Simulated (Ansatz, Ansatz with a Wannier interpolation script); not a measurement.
# G0W0 band structure of SnSe2 (1T monolayer)

Wanted: quasiparticle gap and band widths of SnSe2 (1T monolayer) over the whole zone.

Calculated with Ansatz 0.2.0; PBE, Wannier functions and G0W0, plane waves, PAW.

## 1. The structure

The cell holds 3 atoms: 1 Sn and 2 Se. Its edges and angles: a = 3.870 Å, b = 3.870 Å, c = 29.600 Å, α = 90.0°, β = 90.0°, γ = 120.0°. Vacuum lies along c.

The structure was relaxed with PBE. The structure was generated from a model, not taken from a measurement. The runs that relaxed it are not among those shown. The default PAW set here is soft_2. Its files were made with PBE. The Coulomb interaction is cut off across the vacuum.

## 2. PBE bands

Levels along a band path, at the cheap level, show where the edges lie and whether the meshes to come will hold them.

This step: DFT, PBE, plane waves, PAW.

Contents of input.yaml:

```yaml
crystal:
  lattice:
    - [3.869828627, 0.0, 0.0]
    - [-1.9349143135, 3.3513698993, 0.0]
    - [0.0, 0.0, 29.6]
  atoms:
    - { symbol: Sn, position: [0.0, 0.0, 0.5] }
    - { symbol: Se, position: [0.3333333333, 0.6666666667, 0.553854345] }
    - { symbol: Se, position: [0.6666666667, 0.3333333333, 0.446145655] }
  periodic: [true, true, false]
kpoints:
  mp_grid: { grid: [12, 12, 1] }
  band_path:
    path:
      - [0, 0, 0]
      - [0.5, 0, 0]
      - [0.3333333333333, 0.3333333333333, 0]
      - [0, 0, 0]
    npoints: 10
hamiltonian:
  xc: pbe
scf:
  occupations: { method: fermi_dirac, width: 0.02 }
  n_extra_bands: 188
output:
  eigenvalues: true
  fatbands: true
  write_density: true
  write_potential: true
  elf: true
  volumetric_format: npy
```

Started as:

```bash
> ansatz run input.yaml --threads 12 --pin off --max-ram 27648MiB --backend cpu --events-out ev --progress --plain --runs-dir out
```

Numbers of over 12 decimals in the logs are rounded to 6 here.

The program printed:

```text
scf.n_extra_bands = 188 over 23 filled bands (N_el = 46.0): the run solves 211 bands
Engine: ansatz 0.2.0, x86_64-unknown-linux-gnu
Pseudopotentials: kind: paw
Pseudopotential: Sn, paw, valence charge 14, recommended cutoff 420 eV (normal), Sn.paw.azcp
Pseudopotential: Se, paw, valence charge 16, recommended cutoff 420 eV (normal), Se.paw.azcp
Functional definition: PBE
  parameter kappa = 0.804
  parameter beta = 0.066725
  exchange = pbe_x(kappa = kappa, mu = beta*pi^2/3)
  correlation = pbe_c(beta = beta)
Crystal: 3 atoms, lattice volume = 383.889 Å³
Basis set: ecut = 420 eV, 7587 PW (Γ)
Bands: 211, of which v1, the nominal top of the filled ones, is band 23 counted from 1 (22 counted from 0)
Symmetry: 12 space group operations
Space group: P-3m1 (ITA 164), of the structure as read, at distance tolerance 7.3e-5 Å
k-points: 19 of 144
Non-local potential: Sn, projectors of the file, l = 0: 2, l = 1: 2, l = 2: 2, l = 3: 2
Non-local potential: Se, projectors of the file, l = 0: 2, l = 1: 2, l = 2: 3, l = 3: 1
PAW form: soft (Blöchl's): semilocal exchange-correlation on the pseudo side does not see the compensation charge
PAW one-centre angular grid: Sn, 590 points (default); XC on 64 Gauss nodes
PAW one-centre angular grid: Se, 590 points (default); XC on 64 Gauss nodes
Initial density: superposition of atomic densities (neutral atoms: chi_scale 0, normalization atom), corrected by the library's trained network
Initial wavefunctions: pseudopotential atomic-orbital guess
Functional: x = pbe(κ = 0.804, μ = 0.219515), c = pbe(β = 0.066725)
SCF iter   1: F=—  HF=-16963.385784 eV  |F-HF|=—  |Δ(HF+E_count)|=         —  Δρ=6.69e-4  dr2=3.91e-3  ethr=1.77e-3  ⟨swp⟩=6.3  Hψ=20442  notcnv=0  defer=2726
preconditioner: auto → Resta (q_TF=auto, 1.916 Å⁻¹)  ε∞=1.1  [insulator: Δε(μ)=0.802 eV  Ē_g=31.243 eV  σ=0.020 eV  W_gap=1.00  n_scr=36 (ndim 8)  ℏωp=7.6 eV  f_vac=0.770  D(μ)=0.00/eV (n_scr^D=0)  ε∞_Penn≈1.1  vacuum switching on, ρ_ref=7.1e-2 e/Å³]
SCF iter   2: F=—  HF=-16963.385628 eV  |F-HF|=—  |Δ(HF+E_count)|=   1.56e-4  Δρ=4.65e-4  dr2=2.62e-3  ethr=8.49e-6  ⟨swp⟩=3.1  Hψ=5103  notcnv=0  defer=3461
SCF iter   3: F=—  HF=-16963.385240 eV  |F-HF|=—  |Δ(HF+E_count)|=   3.88e-4  Δρ=2.34e-4  dr2=1.29e-4  ethr=5.70e-6  ⟨swp⟩=2.2  Hψ=757  notcnv=0  defer=3461
SCF iter   4: F=—  HF=-16963.385794 eV  |F-HF|=—  |Δ(HF+E_count)|=   5.54e-4  Δρ=6.48e-5  dr2=8.24e-6  ethr=2.80e-7  ⟨swp⟩=3.0  Hψ=1037  notcnv=0  defer=3461
SCF iter   5: F=—  HF=-16963.385792 eV  |F-HF|=—  |Δ(HF+E_count)|=   1.76e-6  Δρ=1.63e-5  dr2=5.97e-7  ethr=1.79e-8  ⟨swp⟩=2.9  Hψ=2142  notcnv=0  defer=3461
SCF iter   6: F=-16963.385794 eV  HF=-16963.385794 eV  |F-HF|=1.92e-8  |Δ(HF+E_count)|=   1.96e-6  Δρ=2.21e-6  dr2=1.16e-8  ethr=2.17e-10  ⟨swp⟩=22.5  Hψ=48692  notcnv=0
SCF 1 converged in 6 iterations: F = -16963.385794 eV  dr2 = 1.16e-8
[...]
NSCF: frozen V_eff on 31 k-points
WARN: The output density's exchange-correlation potential varies sharply where the density is thin. Do not read a vacuum level from v_tot or v_xc, or from such a field of the output density. On a cell that repeats whose density bears no net charge and no dipole along the vacuum's axis use v_es (v_loc + v_h of the components); under efield.dipole_correction with no amplitude use v_es + v_field, which holds any externa [...]
SCF converged after 6 iterations
Free energy (F): -16963.385794 eV
Harris-Foulkes:  -16963.385794 eV  (|F-HF|=1.92e-8)
Internal energy: -16963.385794 eV  (E = F + TS)
E sigma→0 (E₀):  -16963.385794 eV
Fermi energy:    -5.649171 eV
--- Per-component energies (eV) ---
  E_band       = -1499.681939
  E_kinetic    = 422.931402
  E_local      = -91054.086769  (includes V_loc(G=0)·N_el)
  E_nonlocal   = -1222.397637
  E_hartree    = 45284.401063
  E_xc         = -588.768013
  E_vxc        = -289.853397  (∫ρ·V_xc dr)
  E_paw        = -7963.817090  (= ΣΔE_a)
  E_vpaw       = 74.920322  (= ΣTr[D̂ρ^β])
  E_aug_tail   = -0.001202  (compensation charges beyond the density's cutoff)
  E_ewald      = 38158.352451
  E_smearing   = -0.000000  (= −TS)
  E_closure    = 0.000000  (closes the sum)
  Σ components = -16963.385794   (vs F -16963.385794, Δ=0.00e0)
--- Band table (eV; the first three rows and the last of 19) ---
  k-point 0: bands = [... 19 lower, -6.5166, -6.5166, -6.1370, -6.1370, -4.5495, -3.0028, -1.4822 (-1.4822°), -1.4822 (-1.4822°), ... 184 higher]
  k-point 1: bands = [... 19 lower, -7.0396, -6.7441, -6.4835, -6.0692, -4.1725, -2.5719, -1.6344 (-1.6344°), -1.3255 (-1.3255°), ... 184 higher]
  k-point 2: bands = [... 19 lower, -7.2398, -7.1574, -6.9158, -6.0617, -3.8932, -2.2350, -1.1769 (-1.1769°), -0.9550 (-0.9550°), ... 184 higher]
  k-point 18: bands = [... 19 lower, -9.5584, -9.1822, -6.8301, -6.8301, -4.2421, -0.7762, -0.7762, 0.4844, ... 184 higher]
  ° read free of the cell's end (the report's vacuum.weakly_bound_levels)
```

Elapsed: 23 s, on 12 threads of Intel Xeon 6975P-C (Granite Rapids), shared host; peak memory 4.2 GiB; 4.2 min of CPU time.

The column dr2 measures how far the density is from self-consistency, as an energy; F and HF (Harris–Foulkes) agree once it is small.

This step gave:

| Property | Result |
| --- | --- |
| filled bands | 23 |
| gap | 0.7932 eV |
| valence top at | k = (0.150, 0.000, 0.000) |
| conduction bottom at | M |
| least direct gap | 1.105 eV |

The gap is indirect, with the least direct gap 0.31 eV higher.

Electronic bands along the path, in eV, zero at the top of the highest nominally filled band:

```csv
point,band 20,band 21,band 22,band 23,band 24,band 25,band 26,band 27
Γ,-0.46,-0.46,-0.08,-0.08,1.50,3.05,4.57,4.57
halfway,-1.80,-1.52,-0.76,-0.09,1.81,4.06,5.46,5.46
M,-2.19,-2.15,-0.65,-0.31,0.79,4.09,5.45,5.72
halfway,-2.95,-2.44,-0.81,-0.62,1.54,5.09,5.26,5.73
K,-3.50,-3.13,-0.78,-0.78,1.81,5.28,5.28,6.54
halfway,-2.68,-1.39,-0.87,-0.43,2.12,4.66,5.05,5.56
Γ,-0.46,-0.46,-0.08,-0.08,1.50,3.05,4.57,4.57
```

Valence density in the ca plane at fractional y = 0.000, with atoms of Sn within 0.2 Å of it. It is the smooth field of the valence electrons, not physical close to the nuclei.

Values in units of 1e0 e/Å³, 6 rows by 16 columns, each cell a mean:
```
0.0 0.0 0.0 0.0 0.0 0.0 0.0 0.2 4.2 2.7 0.1 0.0 0.0 0.0 0.0 0.0
0.0 0.0 0.0 0.0 0.0 0.0 0.1 0.2 0.4 0.3 0.2 0.0 0.0 0.0 0.0 0.0
0.0 0.0 0.0 0.0 0.0 0.0 0.1 0.3 0.2 0.2 0.3 0.1 0.0 0.0 0.0 0.0
0.0 0.0 0.0 0.0 0.0 0.0 0.1 0.3 0.2 0.2 0.3 0.1 0.0 0.0 0.0 0.0
0.0 0.0 0.0 0.0 0.0 0.0 0.1 0.2 0.8 0.6 0.1 0.0 0.0 0.0 0.0 0.0
0.0 0.0 0.0 0.0 0.0 0.0 0.0 0.2 6.2 3.9 0.1 0.0 0.0 0.0 0.0 0.0
```
Columns run along c (16.0 Å, from fractional 0.20 to 0.74 of the cell), rows up along a (3.9 Å). Atoms in or near the plane, at fractional coordinates: Sn at (0.50, 0.00).

Electrostatic potential energy in the ca plane at fractional y = 0.000, with atoms of Sn within 0.2 Å of it. With pseudopotentials it is smooth inside the atoms' cores, unlike the true potential.

Values in eV, 6 rows by 16 columns, each cell a mean:
```
  0   0   0   0   0   0  -1  -7 -11 -14  -4  -1   0   0   0   0
  0   0   0   0   0   0  -2  -5 -13 -11  -4  -1   0   0   0   0
  0   0   0   0   0   0  -3  -6  -4  -4  -7  -2   0   0   0   0
  0   0   0   0   0   0  -3  -6  -5  -5  -6  -2   0   0   0   0
  0   0   0   0   0   0  -1  -5 -15 -14  -4  -1   0   0   0   0
  0   0   0   0   0   0  -1  -8  -8 -12  -5  -1   0   0   0   0
```
Columns run along c (16.0 Å, from fractional 0.20 to 0.74 of the cell; values clipped at the 3rd and 97th percentile), rows up along a (3.9 Å). Atoms in or near the plane, at fractional coordinates: Sn at (0.50, 0.00).

## 3. Wannier functions (Se:4p Sn:5p) on 24×24×1

Localised functions give a small Hamiltonian that interpolates between mesh points at no cost.

This step: maximally localised Wannier functions, PBE, plane waves, PAW.

input.yaml, the sections that differ from step 2:

```yaml
kpoints:
  mp_grid: { grid: [12, 12, 1] }
scf:
  occupations: { method: fixed }
  n_extra_bands: 188
output:
  wannier:
    kmesh: [24, 24, 1]
    projections: [{ species: Se, l: p, shell: 4 }, { species: Sn, l: p, shell: 5 }]
    minimise: true
    write_hr: true
    seedname: w
    conv_tol: 1.0e-07
    max_iter: 4000
    disentanglement:
      window: [-10.42, 1.48]
      frozen_window: [-10.42, -2.26]
      conv_tol: 1.0e-08
# crystal, hamiltonian: as in step 2
```

The program printed:

```text
[...]
Crystal: 3 atoms, lattice volume = 383.889 Å³
Basis set: ecut = 420 eV, 7587 PW (Γ)
Bands: 211, of which v1, the nominal top of the filled ones, is band 23 counted from 1 (22 counted from 0)
Symmetry: 12 space group operations
[...]
k-points: 19 of 144
[...]
SCF iter   1: F=—  HF=-16963.385621 eV  |F-HF|=—  |Δ(HF+E_count)|=         —  Δρ=6.71e-4  dr2=3.80e-3  ethr=1.77e-3  ⟨swp⟩=4.7  Hψ=13973  notcnv=0  defer=3527
[...]
SCF iter   6: F=-16963.385794 eV  HF=-16963.385794 eV  |F-HF|=2.08e-8  |Δ(HF+E_count)|=   2.05e-6  Δρ=1.88e-6  dr2=8.40e-9  ethr=2.17e-10  ⟨swp⟩=23.5  Hψ=53300  notcnv=0
SCF 1 converged in 6 iterations: F = -16963.385794 eV  dr2 = 8.40e-9
[...]
NSCF: frozen V_eff on 64 k-points
the Wannier pass solved 64 of the 576 points of its mesh, and has the states at the others by symmetry: states obtained by the crystal's operations at points that were solved too leave a residual of 9.90e-13 eV (read by the count's bands and the next), within 1.11e-5 eV
SCF converged after 6 iterations
Free energy (F): -16963.385794 eV
[...]
Internal energy: -16963.385794 eV  (E = F + TS)
E sigma→0 (E₀):  -16963.385794 eV
Fermi energy:    -6.061743 eV
[...]
--- Band table (eV; the first three rows and the last of 19) ---
  k-point 0: bands = [... 19 lower, -6.5166, -6.5166, -6.1370, -6.1370, -4.5495, -3.0028, -1.4823 (-1.4822°), -1.4823 (-1.4822°), ... 184 higher]
  k-point 1: bands = [... 19 lower, -7.0396, -6.7441, -6.4835, -6.0692, -4.1725, -2.5719, -1.6344 (-1.6344°), -1.3256 (-1.3256°), ... 184 higher]
  k-point 2: bands = [... 19 lower, -7.2398, -7.1574, -6.9158, -6.0617, -3.8932, -2.2350, -1.1769 (-1.1769°), -0.9551 (-0.9551°), ... 184 higher]
  k-point 18: bands = [... 19 lower, -9.5584, -9.1822, -6.8301, -6.8301, -4.2421, -0.7762, -0.7762, 0.4844, ... 184 higher]
  ° read free of the cell's end (the report's vacuum.weakly_bound_levels)
Wannier search: line search 1 of at most 4000: gauge-dependent spread (as the search counts it) 0.9550496 Å², largest recent change 8.7e-1 Å² and fall left 8.1e-5 Å² against conv_tol 1.0e-7 Å², 0 stops escaped
```

The job ended after 61 s (12 threads; peak memory 16 GiB).

This step gave:

```yaml
gauge_invariant_spread: 28.17 Å²
diagonal_spread: 0.08199 Å²
off_diagonal_spread: 0.8565 Å²
total_spread: 29.11 Å²
least_projectability: 0.3004
localisation_steps: 24
disentanglement_steps: 237
r_m_s_interpolation_error: 3.10e-5 eV
r_m_s_error_near_the_gap: 3.17e-5 eV
```

Near the gap the model misses directly solved bands by 0.0 meV r.m.s. and by 0 meV at most in the window tested. This tests the starting bands, not the corrections carried with them.

Wannier functions, by row:

```
function  x (Å)  y (Å)  z (Å)  spread (Å²)  nearest atom  distance (Å)
       1  -0.06    2.2  16.41        2.738           Se2         0.071
       2   0.06    2.2  16.41        2.738           Se2         0.071
       3      0  2.304  16.41        2.738           Se2         0.071
       4  1.875  1.152  13.19        2.738           Se3         0.071
       5  1.995  1.152  13.19        2.738           Se3         0.071
       6  1.935  1.048  13.19        2.738           Se3         0.071
       7      0      0   14.8        4.122           Sn1             0
       8      0      0   14.8        4.278           Sn1             0
       9      0      0   14.8        4.278           Sn1             0
```

Frozen up to 3.79 eV; above it the model need not follow the bands. Electronic bands along the path, in eV, zero at the valence-band top:

| point | band 20 | band 21 | band 22 | band 23 | band 24 | band 25 | band 26 | band 27 |
| --- | --- | --- | --- | --- | --- | --- | --- | --- |
| Γ | -0.46 | -0.46 | -0.08 | -0.08 | 1.50 | 3.05 | 4.57 | 4.57 |
| halfway | -1.80 | -1.52 | -0.76 | -0.09 | 1.81 | 4.08 | 5.46 | 5.62 |
| M | -2.19 | -2.15 | -0.65 | -0.31 | 0.79 | 4.09 | 5.45 | 5.73 |
| halfway | -2.95 | -2.44 | -0.81 | -0.62 | 1.54 | 5.09 | 5.26 | 5.73 |
| K | -3.50 | -3.13 | -0.78 | -0.78 | 1.81 | 5.28 | 5.28 | 6.54 |
| halfway | -2.68 | -1.39 | -0.87 | -0.43 | 2.12 | 4.69 | 5.13 | 5.62 |
| Γ | -0.46 | -0.46 | -0.08 | -0.08 | 1.50 | 3.05 | 4.57 | 4.57 |

The same for Kohn-Sham, solved directly:

| point | band 20 | band 21 | band 22 | band 23 | band 24 | band 25 | band 26 | band 27 |
| --- | --- | --- | --- | --- | --- | --- | --- | --- |
| Γ | -0.46 | -0.46 | -0.08 | -0.08 | 1.50 | 3.05 | 4.57 | 4.57 |
| M | -2.19 | -2.15 | -0.65 | -0.31 | 0.79 | 4.09 | 5.45 | 5.72 |
| K | -3.50 | -3.13 | -0.78 | -0.78 | 1.81 | 5.28 | 5.28 | 6.54 |
| Γ | -0.46 | -0.46 | -0.08 | -0.08 | 1.50 | 3.05 | 4.57 | 4.57 |

The first set of electronic bands as a text plot (rows in eV, shown from -4.2 to 4.6 only):

```
    4.4 |+++++                 +++                    +++++++++++
    4.0 |       +++++++++++++++                          ++
    3.7 |   ++++                                           ++
    3.3 | ++                                                 +++
    2.9 |+                                                      +
    2.6 |
    2.2 |     ++++                                +++++++++++
    1.8 | ++++    ++                ++++++++++++++           +++
    1.5 |+          ++            ++                            +
    1.1 |             ++++     +++
    0.7 |                 +++++
    0.4 |
    0.0 |*************                                     ******
   -0.4 |***          **********             ********************
   -0.7 | ***********************************       *****    ***
   -1.1 |*********                         *********  ***********
   -1.5 |       ****                                **     **
   -1.8 |     **  ******                          **     **
   -2.2 |           ***************            ***    ***
   -2.6 |       **              ******       **     *****
   -2.9 |         **               *  ***  **  *******
   -3.3 |           **              ***********   **
   -3.7 |             **             *************
   -4.0 |               *************
         Γ                   M           K                      Γ
```

## 4. G0W0 at every point of the mesh: 12×12×1 mesh, 623 empty bands, screening to 80 eV

Now the one-shot GW correction: screening in the RPA, then the self-energy of the levels asked for.

This step: G0W0 on PBE, plane waves, PAW.

input.yaml, the sections that differ from step 3:

```yaml
scf:
  occupations: { method: fixed }
gw:
  n_empty_bands: 623
  ecut_chi: 80.0
  qp_bands: [v5, c2]
  screening: { model: contour_deformation }
# crystal, kpoints, hamiltonian: as in step 3
# output: removed
```

The program printed:

```text
[...]
Crystal: 3 atoms, lattice volume = 383.889 Å³
Basis set: ecut = 420 eV, 7587 PW (Γ)
Bands: 28, of which v1, the nominal top of the filled ones, is band 23 counted from 1 (22 counted from 0)
Symmetry: 12 space group operations
[...]
k-points: 19 of 144
[...]
SCF iter   1: F=—  HF=-16963.387636 eV  |F-HF|=—  |Δ(HF+E_count)|=         —  Δρ=6.68e-4  dr2=4.15e-3  ethr=1.77e-3  ⟨swp⟩=7.1  Hψ=2279  notcnv=0  defer=54
[...]
SCF iter   6: F=-16963.385794 eV  HF=-16963.385794 eV  |F-HF|=1.07e-7  |Δ(HF+E_count)|=   9.07e-7  Δρ=2.32e-6  dr2=2.32e-8  ethr=2.17e-10  ⟨swp⟩=19.2  Hψ=3703  notcnv=0
SCF 1 converged in 6 iterations: F = -16963.385794 eV  dr2 = 2.32e-8
[...]
G₀W₀ screening: q 1/19
[... further progress lines ...]
SCF converged after 6 iterations
Free energy (F): -16963.385794 eV
[...]
Internal energy: -16963.385794 eV  (E = F + TS)
E sigma→0 (E₀):  -16963.385794 eV
Fermi energy:    -6.061681 eV
[...]
--- Band table (eV; the first three rows and the last of 19) ---
  k-point 0: bands = [... 19 lower, -6.5165, -6.5165, -6.1370, -6.1370, -4.5495, -3.0027, -1.4822, -1.4822, ... 1 higher]
  k-point 1: bands = [... 19 lower, -7.0396, -6.7441, -6.4834, -6.0691, -4.1725, -2.5719, -1.6344 (-1.6344°), -1.3255, ... 1 higher]
  k-point 2: bands = [... 19 lower, -7.2397, -7.1573, -6.9157, -6.0617, -3.8932, -2.2350, -1.1769 (-1.1769°), -0.9550, ... 1 higher]
  k-point 18: bands = [... 19 lower, -9.5584, -9.1822, -6.8300, -6.8300, -4.2420, -0.7762, -0.7762, 0.4844, ... 1 higher]
  ° read free of the cell's end (the report's vacuum.weakly_bound_levels)
--- G₀W₀: contour deformation, 7 samples at zero and on the imaginary axis and 4 off it, 144 q-points, 623 empty bands' worth ---
  eigenvalues of the whole cell's RPA ε∞ on this k-mesh (on a slab, of 1 + 4πα/V) = 1.1711, 2.9807, 2.9807; static W/v taken at q = 0 is 0.575712
  `?` marks the rows in doubt; gw_qp.tsv's column doubts and the gw_qp event give each row's grounds
    ik  band        ε_KS         Σx   Σc(E_QP)       V_xc       Z   E_QP_lin       E_QP  E_QP is
     0    19     -7.0781   -16.4323     2.2152   -13.5473  0.6898    -7.7776    -7.7480  root
     0    20     -6.5165   -17.1451     1.5842   -14.9925  0.7161    -7.0980    -7.0849  root
     0    21     -6.5165   -17.1451     1.5842   -14.9925  0.7161    -7.0980    -7.0849  root
     0    22     -6.1370   -17.3070     1.3983   -15.3886  0.7145    -6.6675    -6.6571  root
     0    23     -6.1370   -17.3070     1.3983   -15.3886  0.7145    -6.6675    -6.6571  root
     0    24     -4.5495   -11.3089    -2.5696   -14.3677  0.7580    -4.0548    -4.0603  root
     0    25     -3.0027    -8.2058    -3.5137   -12.1874  0.7711    -2.5298    -2.5349  root
     1    19     -7.1371   -16.6225     1.8215   -14.2259  0.6932    -7.7318    -7.7123  root
     1    20     -7.0396   -16.5689     2.1353   -13.7777  0.6924    -7.7222    -7.6955  root
     1    21     -6.7441   -17.0418     1.6587   -14.8174  0.7087    -7.3259    -7.3099  root
     1    22     -6.4834   -16.8176     1.4563   -14.8250  0.7099    -7.0332    -7.0198  root
     1    23     -6.0691   -17.3341     1.3972   -15.4111  0.7163    -6.6049    -6.5949  root
     1    24     -4.1725   -11.8333    -2.6574   -15.0067  0.7453    -3.6490    -3.6566  root
     1    25     -2.5719    -8.5390    -3.5933   -12.6158  0.7612    -2.0822    -2.0884  root
[...]
5    19    -10.1205   -16.3669     3.0399   -12.6281  0.7952   -10.9407   -10.8194  root ?
[...]
15    19    -10.0489   -16.3613     3.0199   -12.6441  0.7927   -10.8538   -10.7461  root ?
[...]
18    21     -9.1822   -16.3608     2.6987   -13.0170  0.6972    -9.8188    -9.8273  root
    18    22     -6.8300   -16.7907     1.9645   -14.2132  0.6925    -7.4659    -7.4431  root
    18    23     -6.8300   -16.7907     1.9645   -14.2132  0.6925    -7.4659    -7.4431  root
    18    24     -4.2420   -11.1143    -3.0160   -14.6708  0.7274    -3.6908    -3.7015  root
    18    25     -0.7762    -7.8876    -3.9680   -12.3744  0.7346    -0.2393    -0.2574  root
```

Wall time 18 min (12 threads); peak memory 11 GiB; 3 h of CPU time.

This step gave:

```
bands summed                                 : 646
plane waves in the screening matrix          : 613
q-points in the mesh                         : 144
G0W0 gap on the mesh                         : 1.783 eV
k of the valence top                         : 0, 0.08333, 0
k of the conduction bottom                   : 0, -0.5, 0
starting gap on the mesh                     : 0.8005 eV
Z at the valence top                         : 0.7163
Z at the conduction bottom                   : 0.7455
least direct G0W0 gap on the computed points : 2.117 eV
```

The gap on the mesh goes from 0.80 eV to 1.78 eV, a correction of +0.98 eV. Between the two edge states, bare exchange in place of the xc potential would open the gap by 4.96 eV, and correlation takes back 3.99 eV.

(Part 1 of 2 ends here.)

[Paths, hosts, dates, memory and timing lines, banners, echoed tables and standing remarks are left out of the program output.]

[Logs are printed without paths, hosts, clocks, repeated set-up lines and the standing remarks that a program may print on its own settings, such as how far it seeks lower states.]

[Runs of the session that timed out or met a known fault of the program may be left out.]

[Hosts, paths, dates, database ids (printed as entryN), source tags and the programs' standing remarks are cut or masked in the printed files.]
